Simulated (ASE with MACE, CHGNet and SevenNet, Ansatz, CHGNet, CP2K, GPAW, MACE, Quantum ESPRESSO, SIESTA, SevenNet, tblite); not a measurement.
# Machine-learned potentials runs on Ge(100) slab, H on the bottom face, dimerised (80 atoms)

How do the settings of machine-learned potentials change the result for Ge(100) slab, H on the bottom face, dimerised (80 atoms)? A plane-wave run serves as the yardstick.

Main program and level: ASE with MACE, CHGNet and SevenNet; the method is named at each step.

## (1) The starting structure

The cell holds 80 atoms: 64 Ge and 16 H. Its edges and angles: a = 16.003 Å, b = 8.002 Å, c = 20.785 Å, α = 90.0°, β = 90.0°, γ = 90.0°. It derives from Ge (diamond-structure). Diamond-structure Ge (a = 5.658 Å), (100) slab of 8 atomic planes, 4 x 2 surface cells, H on the broken bonds of the bottom face, 10 Å of vacuum; top atoms paired into dimers, p(2x2) buckling; displaced by a Gaussian of 0.02 Å. Then every atom was moved at random, 0.05 Å r.m.s. a Cartesian component (hydrogen 0.6 of that). Regions: slab, 64 atoms (64 Ge); hydrogen, 16 atoms (16 H). Vacuum lies along c.

The yardstick, on the same geometry:

```
method                 : Kohn-Sham DFT, PBE, SSSP efficiency 1.3.0 pseudopotentials, plane waves (Quantum ESPRESSO 7.5); sssp-pbe-1.3.0-efficiency, cutoffs 45/360 Ry, Γ point
r.m.s. force component : 0.7693 eV/Å
longest force          : 3.356 eV/Å
time                   : 8 min on 4 MPI ranks of Arm Neoverse V2, shared host
CPU time               : 32 min
```

## (2) MACE MP-0b2 small potential

Method: machine-learned interatomic potential MACE MP-0b2 small, trained on PBE(+U) plane-wave data.

Input file run.py:

```python
import numpy as np
from ase.io import read
import mlip  # loads the published weights by name

atoms = read("structure.xyz")
atoms.calc = mlip.calc("mace-mp-0b2-small")
energy = atoms.get_potential_energy()
forces = atoms.get_forces()
print(f"energy {energy:.6f} eV")
print("forces (eV/A)")
for i, (a, f) in enumerate(zip(atoms, forces)):
    print(f"{i:4d} {a.symbol:2s} {f[0]:10.5f} {f[1]:10.5f} {f[2]:10.5f}")
```

Input file structure.xyz:

```xyz
80
Lattice="16.00324 0.00000 0.00000 0.00000 8.00162 0.00000 0.00000 0.00000 20.78485" Properties=species:S:1:pos:R:3 pbc="T T T"
Ge 2.01737 2.00449 5.86548
Ge 15.89282 1.97688 7.27532
Ge 15.94659 3.97552 8.63216
Ge 1.93575 7.96945 10.20370
Ge 1.96936 2.05242 11.55825
Ge 0.08530 2.01633 12.96351
Ge 0.07361 0.00352 14.26672
Ge 2.00169 0.73823 15.85157
Ge 1.98968 6.00514 5.89334
Ge 15.99348 6.07027 7.24830
Ge 15.97699 7.99906 8.69680
Ge 2.10235 4.00177 10.01102
Ge 2.03097 6.04202 11.46264
Ge 15.98068 6.00089 12.98118
Ge 0.06529 3.93272 14.31369
Ge 2.03545 3.24402 15.17523
Ge 6.01434 1.99608 5.91183
Ge 3.93216 1.99024 7.24414
Ge 4.00001 4.08275 8.79220
Ge 5.98617 0.06785 10.17751
Ge 6.09675 1.95160 11.51377
Ge 4.06034 2.01929 13.00072
Ge 4.01057 7.98514 14.36067
Ge 5.95577 0.79352 15.02703
Ge 6.02170 5.98377 5.85676
Ge 3.95856 5.96897 7.22315
Ge 4.04466 7.87143 8.69139
Ge 5.98809 4.05066 10.09686
Ge 6.02330 5.97305 11.61187
Ge 4.01889 6.00538 12.97868
Ge 4.10179 3.89007 14.41263
Ge 6.10028 3.27402 15.76198
Ge 10.03387 2.00793 5.88274
Ge 8.07972 2.00049 7.26243
Ge 7.97890 3.95432 8.65336
Ge 10.08860 0.06665 10.04428
Ge 10.08044 1.96808 11.50067
Ge 8.05091 1.94367 12.87330
Ge 8.03683 0.04329 14.37439
Ge 10.05196 0.71478 15.86903
Ge 10.04731 5.98545 5.89396
Ge 7.99298 6.03666 7.32084
Ge 8.06147 7.92793 8.77245
Ge 10.00939 3.91303 10.14342
Ge 10.02699 5.99233 11.58589
Ge 7.99778 5.98617 12.91446
Ge 7.99650 4.05506 14.26132
Ge 10.03083 3.22257 15.07941
Ge 14.03068 1.99648 5.87027
Ge 12.00115 1.94727 7.24705
Ge 12.13478 3.98473 8.81007
Ge 14.09789 0.00136 10.07317
Ge 14.15503 2.15996 11.56864
Ge 11.95138 1.97928 12.96206
Ge 12.05108 7.97441 14.37252
Ge 14.01916 0.79552 15.14613
[... 20 atom lines left out ...]
H 14.01180 0.73951 4.98982
H 14.03292 3.24282 4.98566
H 14.03884 7.24747 5.01497
H 13.99659 4.75960 4.97818
```

The run is started by

```console
> OMP_NUM_THREADS=1 python run.py > output.txt
```

What it wrote:

```text
energy -328.928631 eV
forces (eV/A)
   0 Ge   -0.93435    0.14322    0.19196
   1 Ge    1.25244   -0.11332   -0.15397
   2 Ge    1.09493    0.50935   -0.04229
   3 Ge    0.42147    1.14134   -1.07003
   4 Ge    1.09549   -0.08573   -0.63889
   5 Ge   -0.24278   -0.33853   -0.48057
   6 Ge    0.76025    0.17752    0.87617
   7 Ge    0.09505    0.09778   -0.52926
   8 Ge   -0.19546    0.65135   -0.55799
   9 Ge    0.04143   -0.58399    0.00375
  10 Ge    0.90755    0.09818   -0.22044
  11 Ge   -1.95760    0.04666    0.97104
  12 Ge   -0.22163   -1.23490    1.00876
  13 Ge    0.08900   -0.52984   -0.76396
  14 Ge   -2.02224    1.12160    0.29146
  15 Ge    0.33823   -1.28753    1.90236
  16 Ge    0.05564    0.20171   -0.33772
  17 Ge    0.78051    0.05948    0.89338
  18 Ge    0.91753   -0.64595   -1.67140
  19 Ge    0.32935   -1.41258   -0.65022
  20 Ge   -0.84427    1.31534    0.06671
  21 Ge   -0.07328   -0.62596   -1.50695
  22 Ge   -2.61277   -0.67493    0.03797
  23 Ge    1.17144    1.64354    1.87840
[...]
72 H     0.00063    0.40597   -0.09678
  73 H     0.00764   -0.48094   -0.02532
  74 H     0.02094    0.37530   -0.01511
  75 H     0.03987   -0.07490   -0.20583
  76 H     0.02095    0.32158   -0.09140
  77 H    -0.01216   -0.26651   -0.08510
  78 H    -0.09478   -0.29179   -0.05035
  79 H    -0.01316    0.26535   -0.02945
```

Wall time 7.9 s (1 thread of Arm Neoverse V2, shared host); peak memory 0.66 GiB.

Banners, paths, timers and routine set-up lines are dropped from the logs unmarked, and long logs keep their key lines alone; longer cuts are marked.

Against the reference:

* r.m.s. force component: 0.7401 eV/Å
* r.m.s. difference of force components: 248.3 meV/Å
* longest difference of force vectors: 1295 meV/Å
* force difference over r.m.s. force: 32.27 %
* slope of forces against the reference's: 0.9107
* correlation of force components: 0.9466

Length of the force difference by element (eV/Å):

| element | atoms | mean | most |
| --- | --- | --- | --- |
| Ge | 64 | 0.39 | 1.3 |
| H | 16 | 0.15 | 0.25 |

The surroundings of Ge31, picked at random, nearest first, numbered as they follow in the input and with coordinates relative to it.

| atom | x | y | z | distance (Å) | bonds | Fx | Fy | Fz (eV/Å) |
| --- | --- | --- | --- | --- | --- | --- | --- | --- |
| Ge31 | 0.00 | 0.00 | 0.00 | 0.00 | 4 | 1.23 | 1.68 | -0.03 |
| Ge16 | -2.07 | -0.65 | 0.76 | 2.30 | 3 | 0.34 | -1.29 | 1.90 |
| Ge22 | -0.04 | -1.87 | -1.41 | 2.34 | 4 | -0.07 | -0.63 | -1.51 |
| Ge32 | 2.00 | -0.62 | 1.35 | 2.49 | 3 | 0.05 | -0.28 | -0.13 |
| Ge30 | -0.08 | 2.12 | -1.43 | 2.56 | 4 | -0.31 | -0.66 | 0.17 |
| Ge24 | 1.85 | -3.10 | 0.61 | 3.66 | 3 | 1.17 | 1.64 | 1.88 |
| Ge47 | 3.89 | 0.16 | -0.15 | 3.90 | 4 | -0.92 | -0.78 | 0.35 |
| Ge23 | -0.09 | -3.91 | -0.05 | 3.91 | 4 | -2.61 | -0.67 | 0.04 |
| Ge29 | 1.92 | 2.08 | -2.80 | 3.98 | 4 | -0.31 | 0.46 | -0.77 |

Atoms are counted from 1 here, from 0 in the log.

Forces lie 32 % from the reference's, at 0.0031 times its CPU time (on 1 against 4 cores).

The difference per atom is largest on Ge (0.39 eV/Å on average, against 0.15 on H).

## (3) CHGNet 0.3.0 potential

Method: machine-learned interatomic potential CHGNet 0.3.0, trained on PBE(+U) plane-wave data.

run.py: that of step 2 with these lines changed.

```diff
@@ -5,3 +5,3 @@
 atoms = read("structure.xyz")
-atoms.calc = mlip.calc("mace-mp-0b2-small")
+atoms.calc = mlip.calc("chgnet-0.3.0")
 energy = atoms.get_potential_energy()
```

structure.xyz is that of step 2.

What it wrote:

```text
CHGNet v0.3.0 initialized with 412,525 parameters
CHGNet will run on cpu
energy -330.866943 eV
forces (eV/A)
   0 Ge   -0.52440    0.16001    0.31368
   1 Ge    0.84813   -0.07049   -0.09616
   2 Ge    0.87011    0.39970   -0.20503
   3 Ge    0.31726    0.95318   -0.82343
   4 Ge    0.95274    0.02037   -0.51590
   5 Ge   -0.22562   -0.46027   -0.45076
   6 Ge    0.82767   -0.28577    0.76790
   7 Ge    0.04136    0.06640   -0.50588
   8 Ge   -0.20403    0.69615   -0.25065
   9 Ge    0.01480   -0.45862   -0.08730
  10 Ge    0.67693    0.12413   -0.18813
  11 Ge   -1.89367   -0.07753    0.96472
  12 Ge   -0.08674   -1.05211    0.90096
  13 Ge    0.01876   -0.37127   -0.54975
  14 Ge   -1.99704    1.49749    0.32596
  15 Ge    0.39825   -1.20024    1.72276
  16 Ge   -0.04970    0.45233   -0.16492
  17 Ge    0.55354    0.02106    0.52660
  18 Ge    1.12513   -0.42235   -1.44310
  19 Ge    0.05579   -1.16612   -0.60073
  20 Ge   -0.58752    1.11676    0.19961
  21 Ge   -0.12406   -0.57797   -1.26852
  22 Ge   -2.83994   -1.07883   -0.07069
  23 Ge    1.34327    1.63510    1.72260
[...]
72 H    -0.01027    0.50189   -0.19802
  73 H    -0.00243   -0.54695   -0.15094
  74 H    -0.00042    0.53804   -0.12623
  75 H     0.01042   -0.28611   -0.29422
  76 H     0.00723    0.52521   -0.22392
  77 H     0.02158   -0.42100   -0.26425
  78 H    -0.01997   -0.51213   -0.19241
  79 H    -0.01388    0.41573   -0.20743
```

Run time: 3.6 s. Hardware: 1 thread; peak memory 0.65 GiB.

Numbers from this run, and their distance from the reference:

- r.m.s. force component: 0.703 eV/Å
- r.m.s. difference of force components: 304.4 meV/Å
- longest difference of force vectors: 1251 meV/Å
- force difference over r.m.s. force: 39.57 %
- slope of forces against the reference's: 0.8392
- correlation of force components: 0.9184

Against the first run (32 %), the force difference from the reference is 40 %, at 0.52 times the CPU time.

The difference per atom is largest on Ge (0.53 eV/Å on average, against 0.15 on H).

## (4) SevenNet l3i5 potential

Method: machine-learned interatomic potential SevenNet l3i5, trained on PBE(+U) plane-wave data.

run.py: that of step 3 with these lines changed.

```diff
@@ -5,3 +5,3 @@
 atoms = read("structure.xyz")
-atoms.calc = mlip.calc("chgnet-0.3.0")
+atoms.calc = mlip.calc("7net-l3i5")
 energy = atoms.get_potential_energy()
```

structure.xyz is that of step 3.

What it wrote:

```text
energy -333.442017 eV
forces (eV/A)
   0 Ge   -0.89898    0.17029    0.19016
   1 Ge    1.35449   -0.10259    0.17239
   2 Ge    0.95560    0.46204   -0.23834
   3 Ge    0.54352    1.26155   -1.14790
   4 Ge    1.09958    0.05107   -0.76506
   5 Ge   -0.24848   -0.31103   -0.10307
   6 Ge    0.61762    0.06550    0.88337
   7 Ge    0.08395    0.12203   -0.29556
   8 Ge   -0.20392    0.59154   -0.50420
   9 Ge    0.00179   -0.52096    0.31544
  10 Ge    0.80985    0.07056   -0.49651
  11 Ge   -2.02612   -0.07191    1.13728
  12 Ge   -0.22686   -1.33759    1.05191
  13 Ge    0.15965   -0.36970   -0.76158
  14 Ge   -1.81287    1.05936    0.40503
  15 Ge    0.36134   -1.52318    1.37610
  16 Ge    0.02046    0.13520   -0.15569
  17 Ge    0.84002    0.11433    1.11846
  18 Ge    1.04448   -0.55503   -1.96446
  19 Ge    0.24144   -1.26842   -0.59874
  20 Ge   -0.82493    1.12276    0.05679
  21 Ge   -0.04884   -0.51043   -1.12144
  22 Ge   -2.41059   -0.72319    0.08539
  23 Ge    1.19306    1.88129    1.38287
[...]
72 H    -0.00631   -0.00765   -0.17770
  73 H     0.01598   -0.14959   -0.13215
  74 H     0.02528    0.12276   -0.05842
  75 H     0.04723    0.24817   -0.26420
  76 H     0.05133   -0.08263   -0.18515
  77 H     0.01128    0.12623   -0.17231
  78 H    -0.09015    0.08849   -0.16576
  79 H     0.00095   -0.07264   -0.09003
```

It took 9.3 s on 1 thread; peak memory 1.1 GiB.

Against the reference:

- r.m.s. force component: 0.7037 eV/Å
- r.m.s. difference of force components: 249.8 meV/Å
- longest difference of force vectors: 984.9 meV/Å
- force difference over r.m.s. force: 32.47 %
- slope of forces against the reference's: 0.8656
- correlation of force components: 0.9463

Against the first run (32 %), the force difference from the reference is 32 %, at 1.4 times the CPU time.

## (5) Side by side

Differences are against the plane-wave reference, forces as r.m.s. over components; share is that over the reference's r.m.s. force, slope the least-squares factor from reference forces to these. Total energies of different programs have different zeros and aren't compared.

| run | Δ force, r.m.s. (meV/Å) | share (%) | slope | cores | CPU time | memory (GiB) |
| --- | --- | --- | --- | --- | --- | --- |
| reference | - | - | - | 4 | 32 min | 7.7 |
| MACE MP-0b2 small potential | 248 | 32.3 | 0.911 | 1 | 5.9 s | 0.66 |
| CHGNet 0.3.0 potential | 304 | 39.6 | 0.839 | 1 | 3.1 s | 0.65 |
| SevenNet l3i5 potential | 250 | 32.5 | 0.866 | 1 | 8 s | 1.1 |

Times of the machine-learned potentials are mostly Python's start and the loading of weights.

CPU time is summed over cores on a shared host, where runs went side by side, so it is rough. Symmetry, cutoffs, thresholds, outputs and thread counts weren't matched or tuned between programs; memory under MPI is the largest rank's times the ranks.

## (6) Summary of results

```
nearest in forces : a tie at 32 % of 2 runs: MACE MP-0b2 small potential; SevenNet l3i5 potential
```

In words: Machine-learned potentials differ by 32 % (MACE MP-0b2 small potential) to 40 % (CHGNet 0.3.0 potential); they were trained on other programs' data. Among those trained on PBE data the slope goes as low as 0.84, which softening far from their training structures can give, though the reference's k-sampling is untested too. Machine-learned potentials mimic data converged in k, so the reference's own k-point error enters their differences. The runs have no spin polarisation, so any moments at edges, vacancies or dangling bonds can't form. The electronic-structure runs sample only Γ, in a cell whose shortest periodic width is 8 Å, which is coarse for a cell with partly filled levels.

[Also dropped from logs without a mark: logging warnings of Python, and SIESTA's first energy breakdown and zero terms.]

[Logs are printed without paths, hosts, clocks, repeated set-up lines and the standing remarks that a program may print on its own settings, such as how far it seeks lower states.]

[Hosts, paths, dates, database ids (printed as entryN), source tags and the programs' standing remarks are cut or masked in the printed files.]
